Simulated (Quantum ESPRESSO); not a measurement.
**KOs3 (Pm-3m): zone-centre phonons**

Aim: the zone-centre modes of KOs3 (Pm-3m).

Main program and level: Quantum ESPRESSO 7.5; DFT LDA, scalar-relativistic, plane waves, JTH PAW pseudopotentials.

The structure was built from a prototype and need not be the compound's stable phase.

**1. Starting point**

The structure is cubic, space group Pm-3m (No. 221). The conventional cell has a = 4.787 Å, b = 4.787 Å, c = 4.787 Å, α = 90.00°, β = 90.00°, γ = 90.00°. K has 12 Os at 3.39 Å nearest. Os has 4 K at 3.39 Å and 8 Os at 3.39 Å nearest. Farther neighbours are not listed.

**2. A first look**

Before anything dear is run, a loose run with smearing shows whether this is a metal and how far the cell is from rest.

Contents of probe.in:

```
 &control
    calculation='scf',
    prefix='x',
    outdir='./tmp',
    pseudo_dir='./pseudo',
    tprnfor=.true.,
    tstress=.true.,
    verbosity='high',
 /
 &system
    ibrav=0,
    nat=4,
    ntyp=2,
    ecutwfc=40.0,
    ecutrho=200.0,
    occupations='smearing',
    smearing='gaussian',
    degauss=0.01,
 /
 &electrons
    conv_thr=1.0d-07,
    mixing_beta=0.7,
    electron_maxstep=100,
 /
ATOMIC_SPECIES
 K      39.0983  K.upf
 Os    190.2300  Os.upf
CELL_PARAMETERS angstrom
     4.787467310    0.000000000    0.000000000
     0.000000000    4.787467310    0.000000000
     0.000000000    0.000000000    4.787467310
ATOMIC_POSITIONS crystal
 K      0.000000000   0.000000000   0.000000000
 Os     0.000000000   0.500000000   0.500000000
 Os     0.500000000   0.000000000   0.500000000
 Os     0.500000000   0.500000000   0.000000000
K_POINTS automatic
 4 4 4 0 0 0
```

Run with:

```sh
$ OMP_NUM_THREADS=1 mpirun -n 4 pw.x -nk 4 -in probe.in > probe.out
```

The log of the run:

```text
[banners, grids, parts of the stress and lines that vanish by symmetry left out]
Program PWSCF v.7.5
     file K.upf: wavefunction(s)  3S 4S 3P 4P 0D renormalized
     file Os.upf: wavefunction(s)  6S 0S 0P 0P 5D 0D renormalized
[...]
kinetic-energy cutoff     =      40.0000  Ry
     charge density cutoff     =     200.0000  Ry
     scf convergence threshold =      1.0E-07
[...]
Exchange-correlation= SLA PW NOGX NOGC
                           (   1   4   0   0   0   0   0)
[...]
48 Sym. Ops., with inversion, found
[...]
(     0          1          0      )
                  (     0          0          1      )
[...]
(  0.0000000  1.0000000  0.0000000 )
                  (  0.0000000  0.0000000  1.0000000 )
[...]
(     0         -1          0      )
[...]
(     1          0          0      )
[...]
( -1.0000000  0.0000000  0.0000000 )
                  (  0.0000000  1.0000000  0.0000000 )
[...]
number of k points=    10  Gaussian smearing, width (Ry)=  0.0100
[...]
End of self-consistent calculation
[...]
the Fermi energy is     6.2081 ev
!    total energy              =   -2143.22443319 Ry
[...]
convergence has been achieved in  12 iterations
[...]
atom    1 type  1   force =     0.00000000    0.00000000    0.00000000
     atom    2 type  2   force =     0.00000000    0.00000000    0.00000000
     atom    3 type  2   force =     0.00000000    0.00000000    0.00000000
     atom    4 type  2   force =     0.00000000    0.00000000    0.00000000
[...]
Total force =     0.000000     Total SCF correction =     0.000000
[...]
total   stress  (Ry/bohr**3)                   (kbar)     P=     -287.77
[...]
XML data file, charge density, pseudopotentials, collected wavefunctions

   JOB DONE.
```

The job ended after 6.4 s (4 MPI ranks of Arm Neoverse V2, shared host).

This step gave:

```yaml
volume_per_atom: 27.43 Å³
pressure: -28.78 GPa
gap_on_the_k_mesh: 0 eV
```

No gap opens on this mesh, so smearing is kept; the start stands at -29 GPa.

**3. Relaxation**

Frequencies change by per cents with a per cent of volume, so the structure is first brought to rest at this level of theory.

Contents of relax.in:

```
 &control
    calculation='vc-relax',
    prefix='x',
    outdir='./tmp',
    pseudo_dir='./pseudo',
    tprnfor=.true.,
    tstress=.true.,
    forc_conv_thr=2.0d-05,
    etot_conv_thr=1.0d-07,
    nstep=40,
 /
 &system
    ibrav=0,
    nat=4,
    ntyp=2,
    ecutwfc=40.0,
    ecutrho=200.0,
    occupations='smearing',
    smearing='mv',
    degauss=0.02,
 /
 &electrons
    conv_thr=1.0d-11,
    mixing_beta=0.7,
    electron_maxstep=100,
 /
 &ions
 /
 &cell
    press_conv_thr=0.2,
 /
ATOMIC_SPECIES
 K      39.0983  K.upf
 Os    190.2300  Os.upf
CELL_PARAMETERS angstrom
     4.787467310    0.000000000    0.000000000
     0.000000000    4.787467310    0.000000000
     0.000000000    0.000000000    4.787467310
ATOMIC_POSITIONS crystal
 K      0.000000000   0.000000000   0.000000000
 Os     0.000000000   0.500000000   0.500000000
 Os     0.500000000   0.000000000   0.500000000
 Os     0.500000000   0.500000000   0.000000000
K_POINTS automatic
 6 6 6 0 0 0
```

Run with:

```sh
$ OMP_NUM_THREADS=1 mpirun -n 4 pw.x -nk 4 -in relax.in > relax.out
```

The log of the run:

```text
[banners, grids, parts of the stress and lines that vanish by symmetry left out]
[banner, memory and clock lines left out]
Program PWSCF v.7.5

[...]
kinetic-energy cutoff     =      40.0000  Ry
     charge density cutoff     =     200.0000  Ry
     scf convergence threshold =      1.0E-11
[...]
energy convergence thresh.=      1.0E-07
     force convergence thresh. =      2.0E-05
     press convergence thresh. =      2.0E-01
     Exchange-correlation= SLA PW NOGX NOGC
                           (   1   4   0   0   0   0   0)
[...]
48 Sym. Ops., with inversion, found
[...]
number of k points=    20  Marzari-Vanderbilt smearing, width (Ry)=  0.0200
[...]
End of self-consistent calculation
[...]
the Fermi energy is     6.1814 ev
!    total energy              =   -2143.22150608 Ry
[...]
convergence has been achieved in  19 iterations
[...]
atom    1 type  1   force =     0.00000000    0.00000000    0.00000000
     atom    2 type  2   force =     0.00000000    0.00000000    0.00000000
     atom    3 type  2   force =     0.00000000    0.00000000    0.00000000
     atom    4 type  2   force =     0.00000000    0.00000000    0.00000000
     Total force =     0.000000     Total SCF correction =     0.000000
[...]
total   stress  (Ry/bohr**3)                   (kbar)     P=     -289.64
[...]
number of bfgs steps    =   0
[...]
CELL_PARAMETERS (angstrom)
[...]
ATOMIC_POSITIONS (crystal)
K                0.0000000000        0.0000000000        0.0000000000
Os               0.0000000000        0.5000000000        0.5000000000
Os               0.5000000000        0.0000000000        0.5000000000
Os               0.5000000000        0.5000000000        0.0000000000
[...]
New effective cutoffs (rho, wfc):  220.90   44.24
[...]
End of self-consistent calculation
[...]
the Fermi energy is     8.0398 ev
!    total energy              =   -2143.43590261 Ry
[...]
convergence has been achieved in  17 iterations
[...]
atom    1 type  1   force =     0.00000000    0.00000000    0.00000000
     atom    2 type  2   force =     0.00000000    0.00000000    0.00000000
     atom    3 type  2   force =     0.00000000    0.00000000    0.00000000
     atom    4 type  2   force =     0.00000000    0.00000000    0.00000000
     Total force =     0.000000     Total SCF correction =     0.000000
[...]
total   stress  (Ry/bohr**3)                   (kbar)     P=     -311.81
[...]
number of bfgs steps    =   1
[...]
WARNING: bfgs curvature condition failed, Theta= 0.822
[...]
CELL_PARAMETERS (angstrom)
[...]
ATOMIC_POSITIONS (crystal)
[...]
New effective cutoffs (rho, wfc):  259.66   52.01
[...]
End of self-consistent calculation
[...]
the Fermi energy is    11.7089 ev
!    total energy              =   -2143.70551023 Ry
[...]
convergence has been achieved in  18 iterations
[...]
atom    1 type  1   force =     0.00000000    0.00000000    0.00000000
     atom    2 type  2   force =     0.00000000    0.00000000    0.00000000
     atom    3 type  2   force =     0.00000000    0.00000000    0.00000000
     atom    4 type  2   force =     0.00000000    0.00000000    0.00000000
     Total force =     0.000000     Total SCF correction =     0.000000
[...]
number of bfgs steps    =   3
[...]
New effective cutoffs (rho, wfc):  291.57   58.40
[...]
the Fermi energy is    14.9603 ev
!    total energy              =   -2143.77224057 Ry
[...]
convergence has been achieved in  19 iterations
[...]
Total force =     0.000000     Total SCF correction =     0.000000
[...]
total   stress  (Ry/bohr**3)                   (kbar)     P=       29.50
[...]
number of bfgs steps    =   4
[...]
New effective cutoffs (rho, wfc):  288.77   57.84
[...]
the Fermi energy is    14.6676 ev
!    total energy              =   -2143.77280456 Ry
[...]
convergence has been achieved in  16 iterations
[...]
Total force =     0.000000     Total SCF correction =     0.000000
[...]
total   stress  (Ry/bohr**3)                   (kbar)     P=       -1.96
[...]
number of bfgs steps    =   5
[...]
New effective cutoffs (rho, wfc):  288.94   57.87
[...]
the Fermi energy is    14.6858 ev
!    total energy              =   -2143.77280720 Ry
[...]
convergence has been achieved in  12 iterations
[...]
Total force =     0.000000     Total SCF correction =     0.000000
[...]
total   stress  (Ry/bohr**3)                   (kbar)     P=       -0.05
[...]
number of bfgs steps    =   6
[...]
small trust_radius: resetting bfgs history
[...]
CELL_PARAMETERS (angstrom)
[...]
ATOMIC_POSITIONS (crystal)
[...]
New effective cutoffs (rho, wfc):  288.95   57.87
[...]
End of self-consistent calculation
[...]
the Fermi energy is    14.6863 ev
!    total energy              =   -2143.77280720 Ry
[...]
convergence has been achieved in   8 iterations
[...]
atom    1 type  1   force =     0.00000000    0.00000000    0.00000000
     atom    2 type  2   force =     0.00000000    0.00000000    0.00000000
     atom    3 type  2   force =     0.00000000    0.00000000    0.00000000
     atom    4 type  2   force =     0.00000000    0.00000000    0.00000000
     Total force =     0.000000     Total SCF correction =     0.000000
[...]
total   stress  (Ry/bohr**3)                   (kbar)     P=        0.00
[...]
bfgs converged in   9 scf cycles and   7 bfgs steps
[...]
End of BFGS Geometry Optimization
     Final enthalpy           =   -2143.7728071970 Ry
     File ./tmp/x.bfgs deleted, as requested
[...]
CELL_PARAMETERS (angstrom)
[...]
ATOMIC_POSITIONS (crystal)
[...]
Os               0.5000000000        0.0000000000        0.5000000000
Os               0.5000000000        0.5000000000        0.0000000000
[...]
Final scf calculation at the relaxed structure.
[...]
kinetic-energy cutoff     =      40.0000  Ry
     charge density cutoff     =     200.0000  Ry
     scf convergence threshold =      1.0E-13
[...]
press convergence thresh. =      2.0E-01
     Exchange-correlation= SLA PW NOGX NOGC
                           (   1   4   0   0   0   0   0)
[...]
48 Sym. Ops., with inversion, found
[...]
number of k points=    20  Marzari-Vanderbilt smearing, width (Ry)=  0.0200
[...]
End of self-consistent calculation
[...]
the Fermi energy is    14.6865 ev
!    total energy              =   -2143.77225840 Ry
[...]
convergence has been achieved in  19 iterations
[...]
atom    1 type  1   force =     0.00000000    0.00000000    0.00000000
     atom    2 type  2   force =     0.00000000    0.00000000    0.00000000
     atom    3 type  2   force =     0.00000000    0.00000000    0.00000000
     atom    4 type  2   force =     0.00000000    0.00000000    0.00000000
     Total force =     0.000000     Total SCF correction =     0.000000
[...]
total   stress  (Ry/bohr**3)                   (kbar)     P=       -0.56
[...]
XML data file, charge density, pseudopotentials, collected wavefunctions
```

Wall time 1.8 min (4 MPI ranks); 7.2 min of CPU time.

The steps of the relaxation:

```csv
step,energy less that of the first step (eV),largest force (eV/Å),pressure (GPa),volume (Å³)
1,0.0000,0.0000,-28.96,109.73
2,-2.9170,0.0000,-31.18,94.31
3,-6.5852,0.0000,-22.84,74.00
4,-4.3987,0.0000,91.14,49.35
5,-7.4509,0.0000,-6.83,65.30
6,-7.4931,0.0000,2.95,62.19
7,-7.5008,0.0000,-0.20,63.10
8,-7.5008,0.0000,-0.01,63.04
9,-7.5008,0.0000,0.00,63.04
10,-7.4934,0.0000,-0.06,63.04
```

```
     cell as run  before  after   change
           a (Å)   4.787  3.980  -16.9 %
           b (Å)   4.787  3.980  -16.9 %
           c (Å)   4.787  3.980  -16.9 %
volume (Å³/atom)   27.43  15.76  -42.5 %
```

Final coordinates:

```cif
data_structure
_symmetry_space_group_name_H-M 'P 1'
_symmetry_Int_Tables_number 1
_cell_length_a 3.9799
_cell_length_b 3.9799
_cell_length_c 3.9799
_cell_angle_alpha 90.000
_cell_angle_beta 90.000
_cell_angle_gamma 90.000
_cell_volume 63.04
loop_
_atom_site_label
_atom_site_type_symbol
_atom_site_fract_x
_atom_site_fract_y
_atom_site_fract_z
_atom_site_occupancy
K1 K 0.00000 0.00000 0.00000 1
Os2 Os 0.00000 0.50000 0.50000 1
Os3 Os 0.50000 0.00000 0.50000 1
Os4 Os 0.50000 0.50000 0.00000 1
```

The last row of the table of steps is pw.x's closing run on a basis chosen anew for the final cell, so its energy can jump.

Numbers from this step:

- volume per atom: 15.76 Å³
- pressure: -0.05600 GPa

The volume changes by -42.5 % from the cell with which this run began.

**4. Self-consistent run for the response**

The response is built on this ground state, so it is converged far tighter than an energy would need. Smearing stays on, as the first look found no gap above 0.3 eV.

Contents of scf.in:

```
 &control
    calculation='scf',
    prefix='x',
    outdir='./tmp',
    pseudo_dir='./pseudo',
    tprnfor=.true.,
    tstress=.true.,
 /
 &system
    ibrav=0,
    nat=4,
    ntyp=2,
    ecutwfc=40.0,
    ecutrho=200.0,
    occupations='smearing',
    smearing='mv',
    degauss=0.02,
 /
 &electrons
    conv_thr=1.0d-12,
    mixing_beta=0.7,
    electron_maxstep=100,
 /
ATOMIC_SPECIES
 K      39.0983  K.upf
 Os    190.2300  Os.upf
CELL_PARAMETERS angstrom
     3.979881356    0.000000000    0.000000000
     0.000000000    3.979881356    0.000000000
     0.000000000    0.000000000    3.979881356
ATOMIC_POSITIONS crystal
 K      0.000000000   0.000000000   0.000000000
 Os     0.000000000   0.500000000   0.500000000
 Os     0.500000000   0.000000000   0.500000000
 Os     0.500000000   0.500000000   0.000000000
K_POINTS automatic
 6 6 6 0 0 0
```

Run with:

```sh
$ OMP_NUM_THREADS=1 mpirun -n 4 pw.x -nk 4 -in scf.in > scf.out
```

The log of the run:

```text
[banners, grids, parts of the stress and lines that vanish by symmetry left out]
[banner, memory and clock lines left out]
Program PWSCF v.7.5

[...]
kinetic-energy cutoff     =      40.0000  Ry
     charge density cutoff     =     200.0000  Ry
     scf convergence threshold =      1.0E-12
[...]
Exchange-correlation= SLA PW NOGX NOGC
                           (   1   4   0   0   0   0   0)
[...]
48 Sym. Ops., with inversion, found
[...]
number of k points=    20  Marzari-Vanderbilt smearing, width (Ry)=  0.0200
[...]
End of self-consistent calculation
[...]
the Fermi energy is    14.6865 ev
!    total energy              =   -2143.77225840 Ry
[...]
convergence has been achieved in  24 iterations
[...]
atom    1 type  1   force =     0.00000000    0.00000000    0.00000000
     atom    2 type  2   force =     0.00000000    0.00000000    0.00000000
     atom    3 type  2   force =     0.00000000    0.00000000    0.00000000
     atom    4 type  2   force =     0.00000000    0.00000000    0.00000000
     Total force =     0.000000     Total SCF correction =     0.000000
[...]
total   stress  (Ry/bohr**3)                   (kbar)     P=       -0.57
[...]
XML data file, charge density, pseudopotentials, collected wavefunctions
```

It took 7.8 s on 4 MPI ranks.

Read from the output:

- pressure: -0.05700 GPa

The cell stands at -0.057 GPa, close enough for phonons.

[end of part 1 of 2]

[Host names and launcher messages were left out of these logs when they were recorded.]

[Logs are printed without paths, hosts, clocks, repeated set-up lines and the standing remarks that a program may print on its own settings, such as how far it seeks lower states.]

[Hosts, paths, dates, database ids (printed as entryN), source tags and the programs' standing remarks are cut or masked in the printed files.]
